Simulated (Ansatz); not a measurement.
# Li4HfSc (built on the sites of a database entry of ScCu4Sn): relaxing the cell for a phonon run, part 2 of 2

Aim: bring Li4HfSc (built on the sites of a database entry of ScCu4Sn) to small forces and stress, as phonons need.

Ansatz 0.2.0; DFT PBE, scalar-relativistic, plane waves, norm-conserving pseudopotentials.

So far. Step 2 (A coarse first look): The coarse mesh shows no gap and a pressure of 7.4 GPa. The relaxed cell has a = 7.708 Å (conventional setting).

The structure was built from a prototype and need not be the compound's stable phase.

## Step 4: Bringing the structure to rest

The relaxation is repeated from its end on the same settings, as a check that it has come to rest.

Contents of input.yaml:

```yaml
crystal:
  lattice:
    - [0.0, 3.8537855958, 3.8537855958]
    - [3.8537855958, 0.0, 3.8537855958]
    - [3.8537855958, 3.8537855958, 0.0]
  atoms:
    - { symbol: Sc, position: [0.0, 0.0, 0.0] }
    - { symbol: Li, position: [0.3756501135, 0.3756501135, 0.3756501135] }
    - { symbol: Li, position: [0.8730496594, 0.3756501135, 0.3756501135] }
    - { symbol: Li, position: [0.3756501135, 0.3756501135, 0.8730496594] }
    - { symbol: Li, position: [0.3756501135, 0.8730496594, 0.3756501135] }
    - { symbol: Hf, position: [0.75, 0.75, 0.75] }
kpoints:
  mp_grid: { grid: [8, 8, 8] }
hamiltonian:
  xc: pbe
  pseudopotentials: { kind: nc }
scf:
  occupations: { method: gaussian, width: 0.1 }
output:
  forces: true
  stress: true
  eigenvalues: true
  write_density: true
  write_potential: true
  elf: true
  volumetric_format: npy
relax:
  adjacent_minimum: "off"
  f_tol: 0.005
  max_steps: 80
  cell: { stress_tol: 0.05 }
```

Launch:

```bash
$ ansatz run input.yaml --threads 8 --pin off --max-ram 14336MiB --backend cpu --events-out ev --progress --plain --runs-dir out
```

Numbers of over 12 decimals in the logs are rounded to 6 here.

Output:

```text
[...]
Crystal: 6 atoms, lattice volume = 114.470 Å³
Basis set: ecut = 1143 eV, 9985 PW (Γ), exchange–correlation on 128×128×128 points (8 copies of the dense FFT grid, shifted against one another)
Bands: 31, of which v1, the nominal top of the filled ones, is band 25 counted from 1 (24 counted from 0)
Symmetry: 24 space group operations
[...]
- [3.8537855958, 3.8537855958, 0.0]
  atoms:
    - { symbol: Sc, position: [2.3129646347434486e-17, 2.3129646347434486e-17, 2.3129646347434486e-17] }
    - { symbol: Li, position: [0.375650113525, 0.375650113525, 0.375650113525] }
    - { symbol: Li, position: [0.873050, 0.375650113525, 0.375650113525] }
    - { symbol: Li, position: [0.375650113525, 0.375650113525, 0.873050] }
    - { symbol: Li, position: [0.375650113525, 0.873050, 0.375650113525] }
    - { symbol: Hf, position: [0.75, 0.75, 0.75] }
[key lines of the parts left out:]
SCF converged after 5 iterations
Free energy (F): -9342.469316 eV
Fermi energy:    6.914838 eV
P = ⅓ Tr σ = 0.0326 GPa (0.326 kbar)
```

It took 8.5 s on 8 threads of AMD EPYC 7R13 (Zen 3), shared host; peak memory 1.2 GiB; 64 s of CPU time.

Little changed from the start: no atom moved by 0.005 Å and no cell edge by 0.1 %.

ELF in the ac plane of a cell with a along [110], b along [-110] and c along [001] of the cube at fractional y = 0.000, with atoms of Sc and Li and Hf within 0.2 Å of it. It is the smooth field of the valence electrons, not physical close to the nuclei.

Ten even steps from '0' (0.03) to '9' (0.97), each cell a mean:
```
5840256556520485772146555641277
7511355445531157730255545542037
2112454335542112211355434553112
2234554334554322234555434555422
5543334444333455554334444433455
6410002432000146520001343100036
5115610330165015303640131046303
3039940220599303207981131189702
3017820330387103205860242068402
3101102552011023300101454101003
4321234554321234432124555421234
3445443223445443445443323345544
3455321211235543455421121124553
4554212332124554455312333213554
6653124334213566665213424312566
6653124004213566664214202412466
4443124334213444444113424312444
1112112332112111112112343211211
5300111221110035410111121111014
8730233223320378851133323331158
2750255555521572572145555541275
```
Columns run along a (10.9 Å), rows up along c (7.7 Å), edges of the conventional cell, whose origin can differ from the input's. Atoms in or near the plane, at fractional coordinates: Sc at (0.50, 0.00), Sc at (0.00, 0.00), Li at (0.88, 0.62), Li at (0.38, 0.62), Li at (0.62, 0.62), Li at (0.12, 0.62), Hf at (0.75, 0.25), Hf at (0.25, 0.25).

Valence density in the ac plane of a cell with a along [110], b along [-110] and c along [001] of the cube at fractional y = 0.000, with atoms of Sc and Li and Hf within 0.2 Å of it. It is the smooth field of the valence electrons, not physical close to the nuclei.

Ten steps, logarithmic in the rise over the least value, from '0' (0 e/Å³) to '9' (14 e/Å³), each cell a mean:
```
8741000000001478862000000000268
6521000000001256631000000000136
2210000000000122210000000000012
1000000000000001100000000000001
0000000000000000000000000000000
0000000000000000000000000000000
0015520000255100003640000046300
0038940000498300016971000179610
0026730000376200004751000157400
0001100000011000001110000011000
0000000000000000000000000000000
0000001111000000000001111100000
0000012222100000000011222110000
0000125775210000000113676311000
0001149998411000000126999621000
0001259779511000000138909831000
0001149999411000000127999621000
1100125775210011110113686311011
4310012222100134421011232110124
7631001111001367752001111100257
7741000000001477862100000001268
```
Columns run along a (10.9 Å), rows up along c (7.7 Å), edges of the conventional cell, whose origin can differ from the input's. Atoms in or near the plane, at fractional coordinates: Sc at (0.50, 0.00), Sc at (0.00, 0.00), Li at (0.88, 0.62), Li at (0.38, 0.62), Li at (0.62, 0.62), Li at (0.12, 0.62), Hf at (0.75, 0.25), Hf at (0.25, 0.25).

Electrostatic potential energy in the ac plane of a cell with a along [110], b along [-110] and c along [001] of the cube at fractional y = 0.000, with atoms of Sc and Li and Hf within 0.2 Å of it. With pseudopotentials it is smooth inside the atoms' cores, unlike the true potential.

Ten even steps from '0' (-124 eV) to '9' (9 eV), each cell a mean:
```
0489999999999830169999999999961
6799999999999976689999999999986
9999999999999999999999999999999
9999999999999999999999999999999
9999999999999999999999999999999
9999999999999999999999999999999
9998899999988999998889999988899
9988789999878899998789999987899
9998889999888999998889999988899
9999999999999999999999999999999
9999999999999999999999999999999
9999999999999999999999999999999
9999999999999999999999999999999
9999998668999999999998767899999
9999984004899999999996102799999
9999972002799999999985000589999
9999984004899999999996101699999
9999997667999999999998757899999
8899999999999988899999989999998
3689999999999863479999999999974
0289999999999720068999999999850
```
Columns run along a (10.9 Å; values clipped at the 3rd and 97th percentile), rows up along c (7.7 Å), edges of the conventional cell, whose origin can differ from the input's. Atoms in or near the plane, at fractional coordinates: Sc at (0.50, 0.00), Sc at (0.00, 0.00), Li at (0.88, 0.62), Li at (0.38, 0.62), Li at (0.62, 0.62), Li at (0.12, 0.62), Hf at (0.75, 0.25), Hf at (0.25, 0.25).

In this step the volume went from 19.08 to 19.08 Å³/atom.

## Step 5: Tight relaxation

Phonons need a cell at rest on their own settings, so the relaxation is repeated with tight tolerances on forces and stress on the k mesh and occupations of the first response run.

Edit input.yaml of step 4 so:

```diff
@@ -18,3 +18,3 @@
 scf:
-  occupations: { method: gaussian, width: 0.1 }
+  occupations: { method: methfessel_paxton, width: 0.2 }
 output:
@@ -23,10 +23,6 @@
   eigenvalues: true
-  write_density: true
-  write_potential: true
-  elf: true
-  volumetric_format: npy
 relax:
   adjacent_minimum: "off"
-  f_tol: 0.005
-  max_steps: 80
-  cell: { stress_tol: 0.05 }
+  f_tol: 0.001
+  max_steps: 60
+  cell: { stress_tol: 0.01 }
```

Output:

```text
[...]
Crystal: 6 atoms, lattice volume = 114.470 Å³
Basis set: ecut = 1143 eV, 9985 PW (Γ), exchange–correlation on 128×128×128 points (8 copies of the dense FFT grid, shifted against one another)
Bands: 31, of which v1, the nominal top of the filled ones, is band 25 counted from 1 (24 counted from 0)
Symmetry: 24 space group operations
[...]
cell:  # Å, volume = 114.3901 Å³
    - [0, 3.852886, 3.852886]
    - [3.852886, 0, 3.852886]
    - [3.852886, 3.852886, 0]
  atoms:
[...]
- { symbol: Li, position: [0.375675, 0.375675, 0.375675] }
    - { symbol: Li, position: [0.872975, 0.375675, 0.375675] }
    - { symbol: Li, position: [0.375675, 0.375675, 0.872975] }
    - { symbol: Li, position: [0.375675, 0.872975, 0.375675] }
    - { symbol: Hf, position: [0.75, 0.75, 0.75] }
[key lines of the parts left out:]
SCF converged after 7 iterations
Free energy (F): -9342.445028 eV
Fermi energy:    6.926922 eV
P = ⅓ Tr σ = 0.0000 GPa (0.000 kbar)
```

Wall time 15 s (8 threads); peak memory 1.3 GiB; 1.9 min of CPU time.

Little changed from the start: no atom moved by 0.005 Å and no cell edge by 0.1 %.

This step gave:

```
pressure        : 2.65e-5 GPa
volume per atom : 19.07 Å³
```

The largest force component left is 0.0097 meV/Å and the pressure is 0.000 GPa, within the tolerances set. The cell now holds 19.07 Å³/atom.

## Step 6: Summary of results

* space group after relaxation (within 0.01 Å): F-43m
* lattice constant a: 7.706 Å
* lattice constant b: 7.706 Å
* lattice constant c: 7.706 Å
* volume per atom: 19.1 Å³

What this shows: The largest force component left is 0.0097 meV/Å and the pressure is 0.000 GPa, within the tolerances set. The cell now holds 19.07 Å³/atom. The relaxation keeps the symmetry of its start, so it says nothing on stability against lower symmetry. The runs are without spin polarisation, although the cell has an odd electron count. Spin-orbit coupling is left out, which can matter for the heavy elements here. The starting cell was built on a prototype and not taken from a measurement, so the phase need not exist.

[Logs are printed without paths, hosts, clocks, repeated set-up lines and the standing remarks that a program may print on its own settings, such as how far it seeks lower states.]

[Hosts, paths, dates, database ids (printed as entryN), source tags and the programs' standing remarks are cut or masked in the printed files.]
